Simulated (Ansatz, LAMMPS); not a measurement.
# Amorphous film on crystalline C with 5 % Si on C sites, (111) (192 atoms): taking the cell apart, part 2 of 3

Aim: the interaction energy between the two parts of amorphous film on crystalline C with 5 % Si on C sites, (111) (192 atoms) and its distance dependence.

Ansatz 0.2.0; Kohn-Sham DFT, PBE, PAW (set soft_2), plane waves.

The cell: 182 C and 10 Si. The network of bonds at the start is that of the classical potential that made the cell. The main run has no spin polarisation.

So far. Step 2 (Single point at the start): The r.m.s. force at the start is 1.2 eV/Å. Step 3 (Relaxation): The relaxation converged after 69 steps, 44.4 eV below its start, with a largest force component of 0.040 eV/Å.

## 4. Single point at the relaxed geometry

The electronic structure is read at the final geometry, in a run of its own.

input.yaml

```yaml
crystal:
  lattice:
    - [10.08617, 0.0, 0.0]
    - [0.0, 8.73488, 0.0]
    - [0.0, 0.0, 24.60005]
  atoms:
    - { symbol: C, position: [0.12201, 0.9451, 0.02213] }
    - { symbol: Si, position: [0.01077, 0.01713, 0.07997] }
    - { symbol: C, position: [0.39269, 0.93241, 0.12572] }
    - { symbol: C, position: [0.39567, 0.94804, 0.18562] }
    - { symbol: C, position: [0.13846, 0.93409, 0.12526] }
    - { symbol: C, position: [0.11727, 0.9441, 0.18441] }
    [... 180 atom lines left out ...]
    - { symbol: C, position: [0.63199, 0.7643, 0.29181] }
    - { symbol: C, position: [0.13214, 0.25501, 0.35621] }
    - { symbol: C, position: [0.87953, 0.7789, 0.28914] }
    - { symbol: C, position: [0.17511, 0.72293, 0.53063] }
    - { symbol: C, position: [0.7549, 0.01999, 0.28802] }
    - { symbol: C, position: [0.51929, 0.73616, 0.4503] }
kpoints:
  mp_grid: { grid: [1, 2, 1] }
hamiltonian:
  xc: pbe
scf:
  occupations: { method: fermi_dirac, width: 0.05 }
output:
  forces: true
  populations: true
  dos:
    method: { smearing: { sigma: 0.08 } }
    de: 0.1
    projected: { site_lists: { C: [C], Si: [Si] } }
  eigenvalues: true
  write_density: true
  write_potential: true
  volumetric_format: npy
  elf: true
```

The run is started by

```console
$ ansatz run input.yaml --threads 4 --pin off --max-ram 15872MiB --backend cpu --events-out ev --progress --plain --runs-dir out
```

Numbers of over 12 decimals in the logs are rounded to 6 here.

Output:

```text
[...]
Crystal: 192 atoms, lattice volume = 2167.301 Å³
Basis set: ecut = 420 eV, 42395 PW (Γ), exchange–correlation on 144×120×360 points (8 copies of the dense FFT grid, shifted against one another)
Bands: 576, of which v1, the nominal top of the filled ones, is band 384 counted from 1 (383 counted from 0)
Symmetry: 1 space group operations
[...]
k-points: 2
[...]
SCF iter   1: F=—  HF=-51898.813186 eV  |F-HF|=—  |Δ(HF+E_count)|=         —  Δρ=1.38e-2  dr2=1.18e1  ethr=1.77e-3  ⟨swp⟩=8.0  Hψ=6571  notcnv=0  defer=311
[...]
SCF iter  18: F=-51897.506197 eV  HF=-51897.506197 eV  |F-HF|=2.73e-8  |Δ(HF+E_count)|=   1.76e-8  Δρ=1.49e-6  dr2=6.73e-8  ethr=1.30e-11  ⟨swp⟩=32.5  Hψ=13807  notcnv=0
SCF 1 converged in 18 iterations: F = -51897.506197 eV  dr2 = 6.73e-8
[...]
WARN: The output density's exchange-correlation potential varies sharply where the density is thin. Do not read a vacuum level from v_tot or v_xc, or from such a field of the output density. On a cell that repeats whose density bears no net charge and no dipole along the vacuum's axis use v_es (v_loc + v_h of the components); [...]
SCF converged after 18 iterations
Free energy (F): -51897.506197 eV
[...]
Internal energy: -51897.337299 eV  (E = F + TS)
E sigma→0 (E₀):  -51897.421748 eV
Entropy (-TS):   -0.168898 eV (-0.880 meV/atom)
Fermi energy:    5.122630 eV
[...]
--- Forces (eV/Å), atoms counted from 1 ---
  atom   1  C      0.00306318     0.00078612    -0.00337057
  atom   2  Si    -0.00366595    -0.00005124     0.00225392
  atom   3  C      0.00203466    -0.00341725    -0.00300728
  atom   4  C      0.00114969     0.00164200     0.00096857
  atom   5  C     -0.00188628     0.00142814     0.00575155
  atom   6  C      0.00041070    -0.00115935     0.00263508
  atom   7  C      0.00386062    -0.00227785    -0.00274819
  atom   8  C     -0.00809713    -0.00107087     0.00043211
  atom   9  C      0.00287225     0.00230213    -0.00297996
  atom  10  C     -0.00044172    -0.00485322    -0.00793916
  atom  11  C     -0.00269477     0.00250904    -0.00659245
  atom  12  C      0.00119468    -0.00205427     0.00367789
  atom  13  Si     0.00873601     0.00156372     0.01051237
  atom  14  C      0.00254652    -0.00227105    -0.00671603
[...]
atom 191  C      0.00204447     0.00524016    -0.00570740
  atom 192  C      0.00137202     0.00143858    -0.00106321
  max |Σ_I F_I| component: 7.29e-5 eV/Å
--- Band table (eV) ---
[...]
--- Löwdin populations: 192 sites ---
  site symbol       q [e]
     0      C      4.2458
     1     Si      2.9460
     2      C      4.0070
[...]
191      C      3.9978
  spilling = 0.006388 (of n_electrons = 768.000000)
```

The job ended after 7.1 min (4 threads of Arm Neoverse N1, shared host; peak memory 11 GiB).

The program notes that the exchange-correlation potential is rough where the density is thin.

Numbers from this run:

```yaml
free_energy: -51897.5062 eV
free_energy_per_atom: -270.2995 eV/atom
scf_cycles: 18
r_m_s_force_component: 0.00466 eV/Å
longest_force: 0.04388 eV/Å
fermi_energy: 5.123 eV
levels_partly_filled_by_over_2_per_cent: 8
spilling_of_the_projection: 0.006388
```

Löwdin charges by element (they lack the spilled electrons, 0.026 e an atom on average):

| element | coordination | atoms | mean charge (e) | spread | least | most |
| --- | --- | --- | --- | --- | --- | --- |
| C | all | 182 | -0.0277 | 0.125 | -0.812 | 0.150 |
| Si | all | 10 | 0.995 | 0.217 | 0.466 | 1.23 |

By region:

| region | atoms | mean length of the force (eV/Å) |
| --- | --- | --- |
| crystal | 96 | 0.008 |
| amorphous | 96 | 0.005 |

Density of states as counts of states in windows of 1 eV (from the Fermi level), total and the larger projections:

| from (eV) | to (eV) | total | C p | C s |
| --- | --- | --- | --- | --- |
| -14 | -13 | 29.4 | 15.0 | 12.8 |
| -13 | -12 | 31.0 | 18.9 | 11.0 |
| -12 | -11 | 35.0 | 22.5 | 11.3 |
| -11 | -10 | 35.7 | 25.1 | 9.2 |
| -10 | -9 | 39.1 | 30.5 | 6.9 |
| -9 | -8 | 50.4 | 41.9 | 6.7 |
| -8 | -7 | 57.9 | 49.5 | 6.1 |
| -7 | -6 | 61.8 | 54.7 | 4.8 |
| -6 | -5 | 65.1 | 58.7 | 3.9 |
| -5 | -4 | 59.9 | 54.6 | 2.8 |
| -4 | -3 | 50.3 | 45.3 | 2.1 |
| -3 | -2 | 41.5 | 35.4 | 1.7 |
| -2 | -1 | 33.5 | 29.6 | 1.5 |
| -1 | 0 | 15.8 | 13.4 | 0.9 |
| 0 | 1 | 15.1 | 12.5 | 1.1 |
| 1 | 2 | 23.5 | 17.3 | 1.9 |
| 2 | 3 | 18.4 | 14.5 | 1.9 |
| 3 | 4 | 29.8 | 19.0 | 4.3 |
| 4 | 5 | 37.9 | 18.7 | 7.0 |

The curve was stored every 0.10 eV, coarse against its broadening of 0.08 eV, so these counts are rough.

Between -22 and -14 eV lie 161 more states.

The levels nearest the highest filled one (over half full), pooled over k-points and spins:

| level less the highest filled one (eV) | occupation |
| --- | --- |
| -0.265 | 2.00 |
| -0.169 | 1.97 |
| -0.147 | 1.95 |
| -0.139 | 1.94 |
| -0.0057 | 1.40 |
| 0 | 1.36 |
| 0.0805 | 0.593 |
| 0.103 | 0.423 |
| 0.147 | 0.198 |
| 0.168 | 0.136 |
| 0.282 | 0.015 |
| 0.300 | 0.01 |

Planar average of the electrostatic potential energy along the normal, with the Fermi level as zero, after a running mean with a triangular window 4 Å wide at its base:

| height (Å) | potential energy (eV) |
| --- | --- |
| 0.0 | -1.49 |
| 0.7 | -4.74 |
| 1.4 | -7.96 |
| 2.0 | -10.16 |
| 2.7 | -11.09 |
| 3.6 | -11.26 |
| 4.2 | -11.62 |
| 4.9 | -11.86 |
| 5.6 | -11.82 |
| 6.3 | -11.82 |
| 7.0 | -11.84 |
| 7.7 | -11.18 |
| 8.3 | -10.12 |
| 9.0 | -9.09 |
| 9.8 | -8.54 |
| 10.5 | -8.49 |
| 11.2 | -8.67 |
| 11.9 | -8.89 |
| 12.6 | -8.57 |
| 13.3 | -7.32 |
| 13.9 | -4.29 |
| 14.6 | -0.32 |
| 15.4 | 3.35 |
| 16.1 | 4.47 |
| 16.8 | 4.62 |
| 17.5 | 4.62 |
| 18.2 | 4.60 |
| 18.9 | 4.58 |
| 19.5 | 4.53 |
| 20.2 | 4.39 |
| 20.9 | 4.11 |
| 21.7 | 3.66 |
| 22.4 | 3.31 |
| 23.1 | 2.82 |
| 23.8 | 1.48 |
| 24.5 | -0.93 |

Electrostatic potential energy in the cb plane at fractional x = 0.248, with atoms of C and Si within 0.2 Å of it. With pseudopotentials it is smooth inside the atoms' cores, unlike the true potential.

Values in eV, 13 rows by 16 columns, each cell a mean:
```
-13 -43 -16   0   0 -12   0 -26 -18 -21   3 -47 -14 -10   6  10
  0  -9   3   5 -16 -48 -23 -30   1 -30 -11 -24  -1 -46  -3  10
  1  -6   2   2  -9 -32 -14 -19   2 -44 -28 -34   3 -20   3  10
  7   4 -15 -30 -27  -5   4   4   6   1   1  -7   1  -1   8  10
  9   7 -14 -26 -40  -7   4   4   8   8   7 -14  -2   6   9  10
  8   0 -41   1   1   4  -8 -30   8   9   7 -15   2   9  10  10
  4  -3 -34   3   5   4 -10 -32   8   9   5 -35   0   9  10  10
  0  -3   3   5  -5 -19 -24 -10   6  -1  -1 -14   6   9  10  10
-23 -31   4   6 -13 -36 -34 -14   3 -43 -20 -35   6   9  10  10
 -3  -8  -3  -7 -15  -4   1   3   5 -17  -2  -7   1   6  10  10
  9   7 -20 -38 -48  -7   4   5   7   6   6   0  -5 -24   8  10
  9   6  -9  -8  -7   3   4  -3   4   4   1  -6  -3 -27   7  10
  0 -17 -44  -7   5   4   1 -47 -22 -21   2 -15  -5  -7   8  10
```
Columns run along c (16.0 Å, from fractional 0.00 to 0.65 of the cell; values clipped at the 3rd and 97th percentile), rows up along b (8.7 Å). Atoms in or near the plane, at fractional coordinates: C at (0.09, 0.53), C at (0.12, 0.69), C at (0.19, 0.67), C at (0.12, 0.18), C at (0.18, 0.19), C at (0.21, 0.36), C at (0.27, 0.36), C at (0.04, 0.33), Si at (0.21, 0.85), C at (0.28, 0.85), C at (0.05, 0.96), C at (0.10, 0.01), C at (0.29, 0.52), C at (0.38, 0.82) and more.

ELF in the cb plane at fractional x = 0.248, with atoms of C and Si within 0.2 Å of it. It is the smooth field of the valence electrons, not physical close to the nuclei.

Values, 13 rows by 16 columns, each cell a mean:
```
0.56 0.42 0.59 0.41 0.22 0.25 0.48 0.67 0.60 0.66 0.23 0.41 0.61 0.70 0.34 0.05
0.29 0.52 0.13 0.11 0.19 0.32 0.75 0.51 0.29 0.62 0.58 0.76 0.38 0.42 0.63 0.18
0.55 0.62 0.19 0.23 0.56 0.48 0.68 0.49 0.23 0.42 0.71 0.47 0.29 0.76 0.56 0.13
0.48 0.36 0.37 0.51 0.66 0.57 0.14 0.16 0.11 0.39 0.42 0.77 0.46 0.69 0.34 0.03
0.07 0.16 0.66 0.63 0.48 0.36 0.13 0.23 0.06 0.04 0.13 0.67 0.58 0.58 0.29 0.02
0.40 0.65 0.50 0.37 0.31 0.17 0.36 0.52 0.37 0.03 0.26 0.81 0.47 0.12 0.06 0.01
0.62 0.62 0.50 0.31 0.17 0.14 0.50 0.57 0.38 0.14 0.30 0.59 0.51 0.03 0.02 0.01
0.68 0.46 0.27 0.18 0.47 0.54 0.62 0.56 0.25 0.60 0.51 0.82 0.33 0.02 0.03 0.01
0.56 0.43 0.19 0.09 0.45 0.54 0.52 0.38 0.22 0.45 0.77 0.57 0.24 0.05 0.03 0.00
0.80 0.47 0.46 0.49 0.69 0.59 0.31 0.24 0.16 0.56 0.52 0.73 0.56 0.53 0.30 0.03
0.38 0.14 0.42 0.56 0.43 0.36 0.06 0.08 0.09 0.23 0.17 0.48 0.64 0.68 0.63 0.12
0.18 0.24 0.70 0.61 0.44 0.26 0.23 0.51 0.30 0.35 0.46 0.54 0.38 0.63 0.37 0.06
0.70 0.71 0.49 0.40 0.07 0.07 0.29 0.38 0.71 0.52 0.36 0.77 0.52 0.59 0.09 0.01
```
Columns run along c (16.0 Å, from fractional 0.00 to 0.65 of the cell), rows up along b (8.7 Å). Atoms in or near the plane, at fractional coordinates: C at (0.09, 0.53), C at (0.12, 0.69), C at (0.19, 0.67), C at (0.12, 0.18), C at (0.18, 0.19), C at (0.21, 0.36), C at (0.27, 0.36), C at (0.04, 0.33), Si at (0.21, 0.85), C at (0.28, 0.85), C at (0.05, 0.96), C at (0.10, 0.01), C at (0.29, 0.52), C at (0.38, 0.82) and more.

Counting bands leaves a spacing of only 0.080 eV (on the run's k-points), which the smearing bridges: 8 levels are partly filled by over 2 %, so a gap, if any, is small at this level. Mean Löwdin charges: C -0.03, Si +0.99 e (they miss 0.64 % of the electrons, so they add up to more than the cell's charge). Within 0.4 eV of the Fermi level the largest share is C p (79 % of the projected weight).

## 5. The lower part alone

The lower part (crystal) is solved alone, atoms held, in the same cell.

input.yaml

```yaml
crystal:
  lattice:
    - [10.08617, 0.0, 0.0]
    - [0.0, 8.73488, 0.0]
    - [0.0, 0.0, 24.60005]
  atoms:
    - { symbol: C, position: [0.12201, 0.9451, 0.02213] }
    - { symbol: Si, position: [0.01077, 0.01713, 0.07997] }
    - { symbol: C, position: [0.39269, 0.93241, 0.12572] }
    - { symbol: C, position: [0.39567, 0.94804, 0.18562] }
    - { symbol: C, position: [0.13846, 0.93409, 0.12526] }
    - { symbol: C, position: [0.11727, 0.9441, 0.18441] }
    [... 84 atom lines left out ...]
    - { symbol: C, position: [0.60409, 0.7505, 0.03496] }
    - { symbol: C, position: [0.60678, 0.76, 0.09977] }
    - { symbol: C, position: [0.83118, 0.71583, 0.04166] }
    - { symbol: C, position: [0.87448, 0.75595, 0.0998] }
    - { symbol: C, position: [0.73655, 0.82251, 0.02752] }
    - { symbol: Si, position: [0.72998, 0.0034, 0.07921] }
kpoints:
  mp_grid: { grid: [1, 2, 1] }
hamiltonian:
  xc: pbe
scf:
  occupations: { method: fermi_dirac, width: 0.05 }
output:
  forces: true
  eigenvalues: true
  write_density: true
  write_potential: true
  volumetric_format: npy
```

Output:

```text
[...]
Crystal: 96 atoms, lattice volume = 2167.301 Å³
Basis set: ecut = 420 eV, 42395 PW (Γ), exchange–correlation on 144×120×360 points (8 copies of the dense FFT grid, shifted against one another)
Bands: 288, of which v1, the nominal top of the filled ones, is band 192 counted from 1 (191 counted from 0)
Symmetry: 1 space group operations
[...]
k-points: 2
[...]
SCF iter   1: F=—  HF=-27432.770533 eV  |F-HF|=—  |Δ(HF+E_count)|=         —  Δρ=1.18e-2  dr2=2.60e1  ethr=1.77e-3  ⟨swp⟩=7.0  Hψ=3018  notcnv=0  defer=136
[...]
SCF iter  16: F=-27431.260177 eV  HF=-27431.260177 eV  |F-HF|=9.22e-8  |Δ(HF+E_count)|=   1.57e-7  Δρ=8.86e-7  dr2=2.30e-8  ethr=2.60e-11  ⟨swp⟩=37.5  Hψ=7524  notcnv=0
SCF 1 converged in 16 iterations: F = -27431.260177 eV  dr2 = 2.30e-8
[...]
SCF converged after 16 iterations
Free energy (F): -27431.260177 eV
[...]
Internal energy: -27431.074387 eV  (E = F + TS)
E sigma→0 (E₀):  -27431.167282 eV
Entropy (-TS):   -0.185790 eV (-1.935 meV/atom)
Fermi energy:    -0.403405 eV
[...]
--- Forces (eV/Å), atoms counted from 1 ---
  atom   1  C      0.08530462    -0.03535612     0.20651260
  atom   2  Si    -0.22179559     0.16412255     0.03393453
  atom   3  C     -0.04052759    -0.00625535     0.04917821
  atom   4  C      0.18224216     0.24173094    -0.47083845
  atom   5  C     -0.01714089    -0.16421441     0.15765326
  atom   6  C     -0.44768604     0.22576322    -0.47403894
  atom   7  C      0.03908939     0.01594783    -0.13724198
  atom   8  C     -0.05618042    -0.30025991    -0.55117768
  atom   9  C     -0.04691339     0.05588117    -0.03925233
  atom  10  C     -0.21799392     0.07724726    -0.08679473
  atom  11  C     -0.01108681    -0.14620700     0.18381172
  atom  12  C      0.20864472     0.12462288    -0.45525611
  atom  13  Si     0.03017426    -0.08003806    -0.26347247
  atom  14  C     -0.17226617    -0.34005626     0.60106722
[...]
atom  95  C      0.02940643    -0.01123613     0.01407364
  atom  96  Si     0.10902463     0.18597095     0.03528227
  max |Σ_I F_I| component: 5.25e-5 eV/Å
--- Band table (eV) ---
[...]
```

The job ended after 1.8 min (4 threads; peak memory 6.2 GiB; 7.3 min of CPU time).

## 6. The upper part alone

The upper part (amorphous) is solved alone in the same way.

input.yaml, the sections that differ from step 5:

```yaml
crystal:
  lattice:
    - [10.08617, 0.0, 0.0]
    - [0.0, 8.73488, 0.0]
    - [0.0, 0.0, 24.60005]
  atoms:
    - { symbol: C, position: [0.00333, 0.02315, 0.28927] }
    - { symbol: C, position: [0.68553, 0.94237, 0.46355] }
    - { symbol: C, position: [0.78708, 0.85876, 0.43246] }
    - { symbol: C, position: [0.38797, 0.76616, 0.3603] }
    - { symbol: C, position: [0.76447, 0.04574, 0.55052] }
    - { symbol: C, position: [0.88505, 0.26614, 0.36043] }
    [... 84 atom lines left out ...]
    - { symbol: C, position: [0.63199, 0.7643, 0.29181] }
    - { symbol: C, position: [0.13214, 0.25501, 0.35621] }
    - { symbol: C, position: [0.87953, 0.7789, 0.28914] }
    - { symbol: C, position: [0.17511, 0.72293, 0.53063] }
    - { symbol: C, position: [0.7549, 0.01999, 0.28802] }
    - { symbol: C, position: [0.51929, 0.73616, 0.4503] }
# kpoints, hamiltonian, scf, output: as in step 5
```

Output:

```text
[...]
Crystal: 96 atoms, lattice volume = 2167.301 Å³
Basis set: ecut = 420 eV, 42395 PW (Γ), exchange–correlation on 144×120×360 points (8 copies of the dense FFT grid, shifted against one another)
Bands: 288, of which v1, the nominal top of the filled ones, is band 192 counted from 1 (191 counted from 0)
Symmetry: 1 space group operations
[...]
k-points: 2
[...]
SCF iter   1: F=—  HF=-24351.097744 eV  |F-HF|=—  |Δ(HF+E_count)|=         —  Δρ=9.64e-3  dr2=1.02e1  ethr=1.77e-3  ⟨swp⟩=7.0  Hψ=2932  notcnv=0  defer=143
[...]
SCF iter  12: F=—  HF=-24350.192216 eV  |F-HF|=—  |Δ(HF+E_count)|=   5.38e-6  Δρ=3.71e-6  dr2=4.33e-7  ethr=5.51e-10  ⟨swp⟩=2.0  Hψ=779  notcnv=0  defer=155
SCF iter  13: F=-24350.192217 eV  HF=-24350.192217 eV  |F-HF|=6.90e-7  |Δ(HF+E_count)|=   7.64e-7  Δρ=1.77e-6  dr2=9.61e-8  ethr=2.60e-11  ⟨swp⟩=38.0  Hψ=6859  notcnv=0
SCF 1 converged in 13 iterations: F = -24350.192217 eV  dr2 = 9.61e-8
[...]
SCF converged after 13 iterations
Free energy (F): -24350.192217 eV
[...]
Internal energy: -24350.018122 eV  (E = F + TS)
E sigma→0 (E₀):  -24350.105170 eV
Entropy (-TS):   -0.174096 eV (-1.813 meV/atom)
Fermi energy:    -0.839059 eV
[...]
Σ components = -24350.192217   (vs F -24350.192217, Δ=0.00e0)
--- Forces (eV/Å), atoms counted from 1 ---
  atom   1  C     -0.00179664     0.62575485     1.92516615
  atom   2  C      0.01115319    -0.06335448    -0.15902939
  atom   3  C     -0.10342494     0.11764660     0.26377254
  atom   4  C     -0.40014389    -0.18553166    -1.77275640
[...]
atom  96  C      0.00302844     0.00150704    -0.07166477
  max |Σ_I F_I| component: 1.79e-4 eV/Å
--- Band table (eV) ---
[...]
```

Wall time 1.8 min (4 threads); peak memory 6.1 GiB.

The whole (-51897.506 eV) less the lower (-27431.260 eV) and the upper part (-24350.192 eV) leaves -116.054 eV.

(Part 2 of 3 ends here.)

[Logs are printed without paths, hosts, clocks, repeated set-up lines and the standing remarks that a program may print on its own settings, such as how far it seeks lower states.]

[Hosts, paths, dates, database ids (printed as entryN), source tags and the programs' standing remarks are cut or masked in the printed files.]
